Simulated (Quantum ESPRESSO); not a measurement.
## CaO (Lime): a worked LO-TO splitting

Wanted: the LO mode of CaO (Lime) from the TO mode and the field response.

Program: Quantum ESPRESSO 7.5. Level of theory: DFT PBE, scalar-relativistic, plane waves, PseudoDojo norm-conserving pseudopotentials. Results are calculated unless marked as measured.

## (1) Set-up

It takes space group Fm-3m (No. 225, cubic). The conventional cell has a = 4.827 Å, b = 4.827 Å, c = 4.827 Å, α = 90.00°, β = 90.00°, γ = 90.00°. Ca has 6 O at 2.41 Å nearest. Nearest to O lie 6 Ca at 2.41 Å. Farther neighbours and most contacts between anions are not listed.

As a file:

```
CELL_PARAMETERS angstrom
-2.41331 0.00000 2.41331
0.00000 2.41331 2.41331
-2.41331 2.41331 0.00000
ATOMIC_POSITIONS crystal
Ca 0.00000 0.00000 0.00000
O 0.50000 0.50000 0.50000
```

This is the cell after its relaxation at this level of theory, not the database cell from which that began.

## (2) What the response run gave

A linear-response run on the relaxed cell, with the response to an electric field; only its zone-centre results are used. Cutoff 92 Ry, k mesh 8×8×8.

What it wrote:

```text
[banners, grids, parts of the stress and lines that vanish by symmetry left out]
Program PHONON v.7.5
     Reading xml data from directory:

[...]
Exchange-correlation= PBE
                           (   1   4   3   4   0   0   0)
[...]
(   8 q-points):
[...]
kinetic-energy cut-off    =      92.0000  Ry
     charge density cut-off    =     368.0000  Ry
     convergence threshold     =      1.0E-18
[...]
Exchange-correlation= PBE
                           (   1   4   3   4   0   0   0)
[...]
q = (   0.0000000   0.0000000   0.0000000 )
     49 Sym.Ops. (with q -> -q+G )
     G cutoff =  775.4817  (  22419 G-vectors)     FFT grid: ( 40, 40, 40)
     number of k points=    29
[...]
Mode symmetry, O_h (m-3m)  point group:
[...]
Dielectric constant
[...]
End of electric fields calculation
          Dielectric constant in cartesian axis
          (       3.772566173      -0.000000000       0.000000000 )
          (       0.000000000       3.772566173       0.000000000 )
          (       0.000000000       0.000000000       3.772566173 )
          Effective charges (d Force / dE) in cartesian axis without acoustic sum rule applied (asr)
           atom    1  Ca    Mean Z*:        2.35414
      Ex  (        2.35414       -0.00000        0.00000 )
      Ey  (       -0.00000        2.35414       -0.00000 )
      Ez  (        0.00000        0.00000        2.35414 )
           atom    2  O     Mean Z*:       -2.35390
      Ex  (       -2.35390        0.00000       -0.00000 )
      Ey  (       -0.00000       -2.35390        0.00000 )
      Ez  (       -0.00000        0.00000       -2.35390 )
          Effective charges Sum: Mean:        0.00024
[...]
Effective charges (d Force / dE) in cartesian axis with asr applied:
           atom    1  Ca    Mean Z*:        2.35402
[...]
atom    2  O     Mean Z*:       -2.35402
[...]
Representation #   1 modes #   1   2   3
[...]
End of self-consistent calculation
     Convergence has been achieved
     Representation #   2 modes #   4   5   6
[...]
End of self-consistent calculation
     Convergence has been achieved
[...]
Dielectric constant in cartesian axis
          (       3.772566173      -0.000000000       0.000000000 )
          (       0.000000000       3.772566173       0.000000000 )
          (       0.000000000       0.000000000       3.772566173 )
          Effective charges (d Force / dE) in cartesian axis without acoustic sum rule applied (asr)
           atom    1  Ca    Mean Z*:        2.35414
[...]
Mode symmetry, C_s (m)     point group:
[...]
q = (    0.750000000  -0.250000000   0.750000000 )
[...]
Mode symmetry, C_s (m)     point group:
     freq (   1-   1) =        184.6  [cm-1]   --> A''
     freq (   2-   2) =        214.7  [cm-1]   --> A'
     freq (   3-   3) =        287.5  [cm-1]   --> A''
     freq (   4-   4) =        293.1  [cm-1]   --> A'
     freq (   5-   5) =        320.8  [cm-1]   --> A'
     freq (   6-   6) =        417.8  [cm-1]   --> A'
[...]
Mode symmetry, C_2v (mm2)  point group:
[...]
q = (    0.500000000   0.000000000   0.500000000 )
[...]
Mode symmetry, C_2v (mm2)  point group:
     freq (   1-   1) =        164.0  [cm-1]   --> B_1  D_3  S_3
     freq (   2-   2) =        215.0  [cm-1]   --> B_2  D_4  S_4
     freq (   3-   3) =        284.4  [cm-1]   --> A_1  D_1  S_1
     freq (   4-   4) =        292.9  [cm-1]   --> B_1  D_3  S_3
     freq (   5-   5) =        303.0  [cm-1]   --> B_2  D_4  S_4
     freq (   6-   6) =        454.3  [cm-1]   --> A_1  D_1  S_1
[...]
Mode symmetry, D_4h(4/mmm) point group:
[...]
Convergence has been achieved
[...]
Convergence has been achieved
[...]
Convergence has been achieved
[...]
Convergence has been achieved
[...]
q = (    0.000000000  -1.000000000   0.000000000 )
[...]
freq (    5) =       8.502100 [THz] =     283.599544 [cm-1]
     freq (    6) =      11.496309 [THz] =     383.475594 [cm-1]
[...]
Mode symmetry, D_4h(4/mmm) point group:
     freq (   1-   2) =        197.9  [cm-1]   --> E_u  X_5' M_5'
     freq (   3-   3) =        278.0  [cm-1]   --> A_2u X_4' M_4'
     freq (   4-   5) =        283.6  [cm-1]   --> E_u  X_5' M_5'
     freq (   6-   6) =        383.5  [cm-1]   --> A_2u X_4' M_4'
[...]
Mode symmetry, D_2d (-42m) point group:
[...]
Representation #   1 mode #   1
[...]
Convergence has been achieved
     Representation #   2 mode #   2
[...]
Convergence has been achieved
     Representation #   3 modes #   3   4
[...]
End of self-consistent calculation
     Convergence has been achieved
     Representation #   4 modes #   5   6
[...]
End of self-consistent calculation
     Convergence has been achieved
[...]
q = (   -0.500000000  -1.000000000   0.000000000 )
[...]
freq (    1) =       6.893080 [THz] =     229.928406 [cm-1]
     freq (    2) =       7.571143 [THz] =     252.546134 [cm-1]
     freq (    3) =       7.571143 [THz] =     252.546134 [cm-1]
     freq (    4) =      10.031452 [THz] =     334.613216 [cm-1]
     freq (    5) =      10.031452 [THz] =     334.613216 [cm-1]
     freq (    6) =      10.363341 [THz] =     345.683850 [cm-1]
[...]
Mode symmetry, D_2d (-42m) point group:
     freq (   1-   1) =        229.9  [cm-1]   --> B_2  X_3  W_2
     freq (   2-   3) =        252.5  [cm-1]   --> E    X_5  W_3
     freq (   4-   5) =        334.6  [cm-1]   --> E    X_5  W_3
     freq (   6-   6) =        345.7  [cm-1]   --> A_1  X_1  W_1

   JOB DONE.
```

| quantity | value |
| --- | --- |
| cell volume Ω (Å³) | 28.111 |
| mass of Ca (u) | 40.078 |
| mass of O (u) | 15.999 |
| Born charge of Ca, raw (e) | 2.354 |
| Born charge of O, raw (e) | -2.354 |
| ε∞ | 3.773 |
| ω(TO) after the sum rule (cm⁻¹) | 255.4 |

## (3) The calculation

The charges must sum to zero over the cell; taking off their mean, 0.000 e, leaves Z* = 2.354 e on Ca. In the polar mode Ca moves against O, so the reduced mass is μ = 40.08 × 16.00 / 56.08 = 11.434 u.

A longitudinal wave builds up a field that adds to the restoring force: ω(LO)² = ω(TO)² + 4π Z*² / (μ Ω ε∞), in Hartree atomic units. With μ = 20844 electron masses and Ω = 189.70 bohr³ the second term is 4.6681e-06 Ha², or 224860 cm⁻² (1 Ha = 219474.6 cm⁻¹).

So ω(LO) = √(65214 + 224860) = 538.6 cm⁻¹, and by the Lyddane-Sachs-Teller relation ε₀ = ε∞ (ω(LO)/ω(TO))² = 16.78.

## (4) Check against the program

The analysis program adds the same non-analytic term to the full matrix, here for q along (1 0 0).

What it wrote:

```text
[banner, memory and clock lines left out]
Program DYNMAT v.7.5

     Reading Dynamical Matrix from file x.dyn1
     ...Force constants read
     ...epsilon and Z* read

     Polarizability (A^3 units)
     multiply by 0.519700 for Clausius-Mossotti correction
         6.202127    0.000000    0.000000
        -0.000000    6.202127    0.000000
         0.000000    0.000000    6.202127

     IR activities are in (D/A)^2/amu units

# mode   [cm-1]    [THz]      IR
    1     -0.00   -0.0000    0.0000
    2      0.00    0.0000    0.0000
    3      0.00    0.0000    0.0000
    4    255.37    7.6557   11.1808
    5    255.37    7.6557   11.1808
    6    538.59   16.1465   11.1808
```

ε₀ comes from the program's run without a direction of q.

| quantity | by hand | program |
| --- | --- | --- |
| ω(LO) (cm⁻¹) | 538.6 | 538.6 |
| ε₀ | 16.78 | 16.78 |

## (5) Summary of results

| Property | Result |
| --- | --- |
| TO mode | 255.4 cm⁻¹ |
| LO mode | 538.6 cm⁻¹ |
| static dielectric constant | 16.78 |

**Reading.** The LO mode of CaO (Lime) lies at 539 cm⁻¹, 283 cm⁻¹ above the TO mode; the formula meets the program within 0.1 cm⁻¹, as it must for a cubic crystal with one polar mode. ω(LO)² − ω(TO)² goes with Z*²/ε∞: an error of 5 % in ε∞ would move the LO mode by 10.0 cm⁻¹, and semilocal functionals tend to overestimate ε∞. These are harmonic values at zero temperature, at the volume of this functional, for the structure held cubic; stability elsewhere in the zone is no part of this calculation.

[Host names and launcher messages were left out of these logs when they were recorded.]

[Logs are printed without paths, hosts, clocks, repeated set-up lines and the standing remarks that a program may print on its own settings, such as how far it seeks lower states.]

[Hosts, paths, dates, database ids (printed as entryN), source tags and the programs' standing remarks are cut or masked in the printed files.]
